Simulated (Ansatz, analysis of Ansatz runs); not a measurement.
# CsLiBr2 (P4/nmm), Li_i hop between voids (3.5 Å): attempt frequency at charge +1, part 2 of 2

Aim: the prefactor of a hop in CsLiBr2 (P4/nmm) (Li_i hop between voids (3.5 Å), charge +1) from the modes of the moving atom at the start and at the top of a path found beforehand. Model: a cell of 64 host atoms with 1 Li put in.

Ansatz 0.2.0; plane-wave PAW DFT, PBEsol; finite-difference force constants of the moving atom alone.

So far. Step 2 (Vibrations of the moving atom at the start point): The three modes are 272, 281 and 282 cm⁻¹: all real, a minimum for this atom with the others held.

**3. Vibrations of the moving atom at the top of the path**

The same at the top, where the mode along the path should be imaginary.

Contents of qp1.top.modes/input.yaml:

```yaml
crystal:
  lattice:
    - [10.21487075, 10.21487075, 0.0]
    - [-10.21487075, 10.21487075, 0.0]
    - [0.0, 0.0, 9.81108215]
  atoms:
    - { symbol: Cs, position: [0.12402509, 0.12308832, 0.29926894] }
    - { symbol: Cs, position: [0.35093945, 0.37535279, 0.25927683] }
[... 5 atom lines left out ...]
    - { symbol: Li, position: [0.37839697, 0.37528063, 0.90977786] }
[... 1 atom line left out ...]
    - { symbol: Br, position: [0.37798652, 0.37528564, 0.65144803] }
[... 1 atom line left out ...]
    - { symbol: Br, position: [0.37824467, 0.13629638, 0.33658129] }
[... 15 atom lines left out ...]
    - { symbol: Br, position: [0.37818276, 0.61444646, 0.33656134] }
[... 6 atom lines left out ...]
    - { symbol: Cs, position: [0.64600828, 0.37527578, 0.73743403] }
[... 1 atom line left out ...]
    - { symbol: Li, position: [0.62158103, 0.37532459, 0.08937109] }
[... 3 atom lines left out ...]
    - { symbol: Br, position: [0.62201886, 0.1340968, 0.66422676] }
[... 1 atom line left out ...]
    - { symbol: Br, position: [0.62338067, 0.37532738, 0.34890232] }
[... 5 atom lines left out ...]
    - { symbol: Cs, position: [0.62764647, 0.63155959, 0.29969023] }
[... 7 atom lines left out ...]
    - { symbol: Br, position: [0.62195837, 0.61642395, 0.66420402] }
[... 7 atom lines left out ...]
    - { symbol: Li, position: [0.49736419, 0.37530073, 0.49428211] }
  symmetry: { detect: false }
total_charge: 1
basis:
  ecutwfc: 420
  xc_grid: 2
hamiltonian:
  xc: pbesol
kpoints:
  mp_grid: { grid: [1, 1, 1], shift: [0.25, 0.25, 0.25] }
scf:
  occupations: { method: fixed }
  max_iter: 120
phonons:
  supercell: [1, 1, 1]
  displaced_sites: [64]
  amplitude: 0.02
```

Command:

```console
$ ansatz run input.yaml --threads 4 --pin off --max-ram 14131MiB --backend cpu --events-out ev --progress --plain --runs-dir out
```

What it wrote:

```text
[...]
Crystal: 65 atoms, lattice volume = 2047.447 Å³
Basis set: ecut = 420 eV, 39949 PW (Γ), exchange–correlation on 200×200×144 points (8 copies of the dense FFT grid, shifted against one another)
Bands: 274, of which v1, the nominal top of the filled ones, is band 209 counted from 1 (208 counted from 0)
Symmetry: 1 space group operations
k-points: 1
[...]
SCF iter   1: F=—  HF=-180503.132553 eV  |F-HF|=—  |Δ(HF+E_count)|=         —  Δρ=1.55e-3  dr2=7.33e-2  ethr=1.77e-3  ⟨swp⟩=6.0  Hψ=1183  notcnv=0  defer=63
[...]
SCF iter   9: F=-180503.107942 eV  HF=-180503.107942 eV  |F-HF|=0.00e0  |Δ(HF+E_count)|=   2.50e-9  Δρ=4.96e-8  dr2=7.97e-11  ethr=1.00e-12  ⟨swp⟩=29.0  Hψ=2311  notcnv=0
SCF 1 converged in 9 iterations: F = -180503.107942 eV  dr2 = 7.97e-11
[...]
SCF iter   7: F=-180503.107723 eV  HF=-180503.107723 eV  |F-HF|=5.82e-11  |Δ(HF+E_count)|=  6.69e-10  Δρ=3.03e-8  dr2=4.78e-11  ethr=1.00e-12  ⟨swp⟩=5.0  Hψ=961  notcnv=0
SCF 2 converged in 7 iterations: F = -180503.107723 eV  dr2 = 4.78e-11
[...]
SCF iter   5: F=-180503.107288 eV  HF=-180503.107288 eV  |F-HF|=1.75e-10  |Δ(HF+E_count)|=   1.16e-9  Δρ=4.10e-8  dr2=3.68e-11  ethr=1.00e-12  ⟨swp⟩=4.0  Hψ=888  notcnv=0
SCF 3 converged in 5 iterations: F = -180503.107288 eV  dr2 = 3.68e-11
[...]
SCF iter   7: F=-180503.107717 eV  HF=-180503.107717 eV  |F-HF|=1.46e-10  |Δ(HF+E_count)|=  7.28e-10  Δρ=3.12e-8  dr2=5.10e-11  ethr=1.00e-12  ⟨swp⟩=5.0  Hψ=964  notcnv=0
SCF 4 converged in 7 iterations: F = -180503.107717 eV  dr2 = 5.10e-11
[...]
SCF iter   5: F=-180503.107294 eV  HF=-180503.107294 eV  |F-HF|=0.00e0  |Δ(HF+E_count)|=   1.25e-9  Δρ=4.15e-8  dr2=3.73e-11  ethr=1.00e-12  ⟨swp⟩=4.0  Hψ=888  notcnv=0
SCF 5 converged in 5 iterations: F = -180503.107294 eV  dr2 = 3.73e-11
[...]
SCF iter   7: F=-180503.107592 eV  HF=-180503.107592 eV  |F-HF|=2.91e-11  |Δ(HF+E_count)|=  4.95e-10  Δρ=2.57e-8  dr2=3.38e-11  ethr=1.00e-12  ⟨swp⟩=5.0  Hψ=961  notcnv=0
SCF 6 converged in 7 iterations: F = -180503.107592 eV  dr2 = 3.38e-11
[...]
SCF iter   5: F=-180503.106814 eV  HF=-180503.106814 eV  |F-HF|=5.82e-11  |Δ(HF+E_count)|=  8.44e-10  Δρ=4.16e-8  dr2=3.12e-11  ethr=1.00e-12  ⟨swp⟩=5.0  Hψ=890  notcnv=0
SCF 7 converged in 5 iterations: F = -180503.106814 eV  dr2 = 3.12e-11
SCF converged after 9 iterations
Free energy (F): -180503.107942 eV
[...]
Internal energy: -180503.107942 eV  (E = F + TS)
E sigma→0 (E₀):  -180503.107942 eV
Fermi energy:    2.212892 eV
[...]
--- Forces (eV/Å), atoms counted from 1 ---
  atom   1  Cs     0.00003880     0.00201412     0.00036736
  atom   2  Cs     0.00068397     0.00084814    -0.00420448
  [... 7 atoms left out ...]
  atom  10  Br    -0.00675798    -0.00665544    -0.00766828
  [... 1 atom left out ...]
  atom  12  Br    -0.00099805    -0.00226190    -0.00315378
  [... 15 atoms left out ...]
  atom  28  Br    -0.00234277    -0.00109203    -0.00350231
  [... 6 atoms left out ...]
  atom  35  Cs     0.00189187     0.00188365     0.00198568
  [... 1 atom left out ...]
  atom  37  Li    -0.00074496    -0.00077611     0.00167606
  [... 3 atoms left out ...]
  atom  41  Br    -0.00242037     0.00325889     0.00244208
  [... 1 atom left out ...]
  atom  43  Br    -0.00647653    -0.00639550    -0.01575509
  [... 13 atoms left out ...]
  atom  57  Br     0.00333826    -0.00234767     0.00266835
  [... 7 atoms left out ...]
  atom  65  Li     0.01091076     0.01061371     0.01953208
  max |Σ_I F_I| component: 2.48e-6 eV/Å
--- Band table (eV) ---
[...]
transpose residual: 2.5e-4 eV/Å²
[...]
frequencies among the named sites at Γ of the cell (cm⁻¹): -148.32 197.83 546.54
  unstable modes among the named sites: 1
  frequencies as built, with no sum rule (cm⁻¹): -148.31 197.83 546.54
  zero-point energy: 0.046145 eV/cell   skipped modes (ω ≤ 0): 1, of them read as no rigid motion or as one in doubt: 1 (1.000e0 modes/cell left out, lowest -148.32 cm⁻¹)
[...]
```

Wall time 3.1 min (4 threads of Arm Neoverse V1, shared host); peak memory 3.1 GiB; 12 min of CPU time.

Read from the output:

| Quantity | Value |
| --- | --- |
| free energy | -180503.1079 eV |
| frequencies of moving atom | -148.3, 197.8, 546.5 cm⁻¹ (negative: imaginary) |

The three modes are 148i, 198 and 547 cm⁻¹: one imaginary, a saddle of first order for this atom with the others held.

**4. Attempt frequency and hop rate**

Analysis of the runs above: harmonic transition-state theory from the moving atom's modes alone (Vineyard), PBEsol.

It gives:

```yaml
attempt_frequency: 5.972 THz
```

Hop rate against temperature:

```
temperature (K)  hop rate (1/s)
            200          1.8e-6
            300            2.72
            400            3312
            600           4.0e6
            800           1.4e8
           1000           1.2e9
```

**5. What came out**

```yaml
attempt_frequency_attempt_frequency_and_hop_rate: 5.97 THz
```

**Reading.** The attempt frequency, the product of the three frequencies at the start over that of the two real ones at the top (Vineyard), is 6.0 THz. With the barrier of 0.73 eV it gives 4.0e+06 hops a second at 600 K along this one path; equivalent neighbouring sites multiply that. The host's atoms were held, though they move along the path too, so the prefactor is rough. What this leaves open: one k-point off the zone centre stands for the whole zone; spin–orbit coupling, which can matter with heavy atoms, is left out.

[Long decimals in the printed logs are rounded to 6 places.]

[Repeated set-up lines and some long k-point lines are left out of the logs, and relaxed atomic positions are cut to six decimals.]

[Logs are printed without paths, hosts, clocks, repeated set-up lines and the standing remarks that a program may print on its own settings, such as how far it seeks lower states.]

[Hosts, paths, dates, database ids (printed as entryN), source tags and the programs' standing remarks are cut or masked in the printed files.]
